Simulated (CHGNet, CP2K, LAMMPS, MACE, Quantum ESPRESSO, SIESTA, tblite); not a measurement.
# Bulk modulus two ways: glassy 63SiO2-22Al2O3-15ZnO (mol %) (89 atoms), tblite GFN1-xTB

The cell holds 89 atoms (17 Si, 12 Al, 4 Zn and 56 O). Recipe: 89 atoms (17 Si, 12 Al, 4 Zn, 56 O) placed at random at 2.7 g/cm³, melted at 4000 K for 10 ps at fixed volume with the Morse and Coulomb pair potential with partial charges (Pedone, Malavasi, Menziani, Cormack and Segre, J. Phys. Chem. B 110, 11780 (2006)). Quenched from 4000 K to 300 K at 20 K/ps and fixed volume, held 10 ps at zero pressure, then minimised at fixed cell. Then the atoms were relaxed with MACE MP-0b3 medium in the fixed cell.

Calculated with tblite 0.8.0: tblite GFN1-xTB, tight binding with its own dispersion term; k-points Γ. The cell is scaled evenly by ±3 % in volume, and MACE MP-0b3 medium relaxes the atoms at each volume before the single point.

| volume (Å³/atom) | energy less the middle row's (meV/atom) | pressure (GPa) |
| --- | --- | --- |
| 12.111 | 31.084 | 13.629 |
| 12.486 | 0.000 | 11.102 |
| 12.861 | -25.264 | 8.654 |

**Question.** Find the bulk modulus at the middle volume from the pressures and from the energies, and check the printed pressure against the slope of the energy (1 meV/Å³ = 0.16022 GPa).

**Working.**

The step is h = 0.3746 Å³. From pressures: B = −V dP/dV = 12.486 × (13.629 − (8.654)) / (2 × 0.3746) = 82.9 GPa.

From energies: B = V d²E/dV² = 12.486 × (31.084 + (-25.264)) / 0.3746² = 517.9 meV/Å³ = 83.0 GPa.

Slope: P = −dE/dV = −(-25.264 − (31.084)) / (2 × 0.3746) = 75.2 meV/Å³ = 12.05 GPa, against 11.10 GPa printed.

The two moduli agree within 0 %.

A central difference over ±3 % overstates P by about B(1 + B′)(0.03)²/6, some 0.06 GPa for B′ = 4, which is small against the gap found. The atoms follow MACE MP-0b3 medium, so this level's forces do work along the path, which enters the energies but not the printed pressures.

Limits: three points, a static cell at zero temperature, the cell shape held; the modulus is that at 11.1 GPa, not at zero pressure.

[Hosts, paths, dates, database ids (printed as entryN), source tags and the programs' standing remarks are cut or masked in the printed files.]
